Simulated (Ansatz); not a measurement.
In doubt: masses and optical values from hybrid runs of this build are listed as unsure (in some of the runs), which bears on the screening that GW takes from such a start.

The crystal is Y4S3N2 (C2/m).

The structure is monoclinic, space group C2/m (No. 12). Conventional cell: a = 12.924 Å, b = 3.831 Å, c = 9.850 Å, α = 90.00°, β = 128.38°, γ = 90.00°. Y has 3 N at 2.23 to 2.32 Å and 3 S at 2.88 to 2.92 Å nearest. Y has 1 N at 2.14 Å and 5 S at 2.73 to 3.03 Å nearest. S has 6 Y at 2.80 to 2.88 Å nearest. S has 5 Y at 2.73 to 3.03 Å nearest. N has 4 Y at 2.14 to 2.32 Å nearest. Farther neighbours and most contacts between anions are not listed.

```cif
data_structure
_symmetry_space_group_name_H-M 'P 1'
_symmetry_Int_Tables_number 1
_cell_length_a 6.7402
_cell_length_b 6.7402
_cell_length_c 9.8499
_cell_angle_alpha 126.529
_cell_angle_beta 126.529
_cell_angle_gamma 33.021
_cell_volume 191.17
loop_
_atom_site_label
_atom_site_type_symbol
_atom_site_fract_x
_atom_site_fract_y
_atom_site_fract_z
_atom_site_occupancy
Y1 Y 0.76032 0.76032 0.64852 1
Y2 Y 0.23968 0.23968 0.35148 1
Y3 Y 0.43655 0.43655 0.14568 1
Y4 Y 0.56345 0.56345 0.85432 1
S5 S 0.00000 0.00000 0.00000 1
S6 S 0.17442 0.17442 0.78434 1
S7 S 0.82558 0.82558 0.21566 1
N8 N 0.64304 0.64304 0.36114 1
N9 N 0.35696 0.35696 0.63886 1
```

The cell and positions are those that the Materials Project relaxed with its own functionals (PBE, PBE+U or r2SCAN), kept fixed.

Gaps computed with Ansatz 0.2.0 without a self-energy: HSE06 2.34 eV, r2SCAN 1.73 eV and PBE0 3.04 eV.

What gap should G0W0 on HSE06 give (4×4×2 mesh, 1048 empty bands, screening to 180 eV, PAW set soft_1 files)?

About 2.70 eV: on its mesh the run moves the gap from 2.34 eV by +0.37 eV. Among the scalar-relativistic levels given, PBE0 is nearest (+0.34 eV). Bands and cutoff are finite, so the gap is not at the basis limit. The miss can reach some tenths of an eV and take either sign; the mesh is an error of its own. The many-body steps are scalar-relativistic: spin-orbit coupling is not in them.

[Paths, hosts, dates, memory and timing lines, banners, echoed tables and standing remarks are left out of the program output.]

[Logs are printed without paths, hosts, clocks, repeated set-up lines and the standing remarks that a program may print on its own settings, such as how far it seeks lower states.]

[Runs of the session that timed out or met a known fault of the program may be left out.]

[Cells called generated may have been cut or substituted from an entry of the Crystallography Open Database or the Materials Project.]

[Hosts, paths, dates, database ids (printed as entryN), source tags and the programs' standing remarks are cut or masked in the printed files.]
